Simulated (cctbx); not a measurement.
# Diagnosing a refinement

Cell a = 4.3830 Å, b = 6.8610 Å, c = 13.3730 Å, α = 90.00°, β = 90.00°, γ = 90.00°; space group Immm (no. 71).

Simulated single-crystal data (cctbx): synchrotron X-rays, λ = 0.4959 Å, to d = 0.6 Å, 95 % of the full sphere, strongest reflection 40000 counts, noise from counting, a 3 % proportional error and a noise floor of 2 counts (s.d.); no absorption.

An anisotropic refinement with weights 1/σ² prints:

```text
Rint 0.028, 592 unique reflections to 0.60 A
cycle     R1     wR2    GooF  max shift (A)
   1  0.1412  0.3079  14.001   0.00589
   2  0.1382  0.2860  13.004   0.00046
final R1 0.1382 wR2 0.2860 GooF 13.004  parameters 16  data/parameter 37.0
atom        x        y        z      Ueq    occ   su(xyz)  su(Uiso or U11)
Ba1    0.00000  0.50000  0.00000   0.0118  1.000  0.00000  0.0007
Y1     0.00000  0.00000  0.80144   0.0133  1.000  0.00013  0.0008
Ni1    0.50000  0.00000  0.00000   0.0183  1.000  0.00000  0.0020
S1     0.50000  0.24871  0.84956   0.0160  1.000  0.00054  0.0018
difference map: max 57.42 min -5.82 rms 1.32
Q1    0.0000  0.0000  0.0000    2   57.42  2.19 A from Ni1
Q2    0.0000  0.5000  0.0000    2   23.48  0.00 A from Ba1
Q3    0.0000  0.2510  0.3526    8    6.25  0.04 A from S1
Q4    0.0000  0.5000  0.0915    4    5.24  1.22 A from Ba1
Q5    0.0000  0.5000  0.1926    4    5.18  2.58 A from Ba1
Q6    0.0000  0.0000  0.1818    4    4.58  0.22 A from Y1
```

**Question.** Can this result stand? If not, what is the likely fault?

Mend it. The fault: an atom left out, S at (0, 0, 0). Against the right model at the same level, R1 goes from 0.0092 to 0.1382 and GooF from 0.99 to 13.00 and the top difference peak, 57.4 e/Å³, lies 2.19 Å from Ni1. Q1 is the missing atom. With scattering power missing, scale and phases suffer, so peaks may also grow on the heavy atoms.

The compound is BaY2NiS5. The right model at the same level gives:

```text
Rint 0.028, 592 unique reflections to 0.60 A
cycle     R1     wR2    GooF  max shift (A)
   1  0.0341  0.0956   4.357   0.00260
   2  0.0092  0.0217   0.989   0.00000
final R1 0.0092 wR2 0.0217 GooF 0.989  parameters 19  data/parameter 31.2
atom        x        y        z      Ueq    occ   su(xyz)  su(Uiso or U11)
Ba1    0.00000  0.50000  0.00000   0.0126  1.000  0.00000  0.0001
Y1     0.00000  0.00000  0.80190   0.0153  1.000  0.00001  0.0001
Ni1    0.50000  0.00000  0.00000   0.0200  1.000  0.00000  0.0002
S1     0.00000  0.00000  0.00000   0.0256  1.000  0.00000  0.0003
S2     0.50000  0.24807  0.84969   0.0160  1.000  0.00005  0.0001
difference map: max 0.37 min -0.42 rms 0.09
Q1    0.0000  0.0000  0.0996    4    0.37  1.32 A from Y1
Q2    0.0000  0.0000  0.0000    2    0.36  0.00 A from S1
Q3    0.0000  0.2765  0.2420    8    0.34  1.45 A from S2
Q4    0.0000  0.1248  0.4027    8    0.32  1.12 A from S2
Q5    0.0851  0.1124  0.1948   16    0.29  0.86 A from Y1
Q6    0.1014  0.0000  0.4095    8    0.28  1.96 A from S2
```

The model was made for the exercise: a known structure type with other elements put in, its volume estimated, not relaxed; displacement parameters are assumed.

[Middle refinement cycles are left out of these outputs.]

[Logs are printed without paths, hosts, clocks, repeated set-up lines and the standing remarks that a program may print on its own settings, such as how far it seeks lower states.]
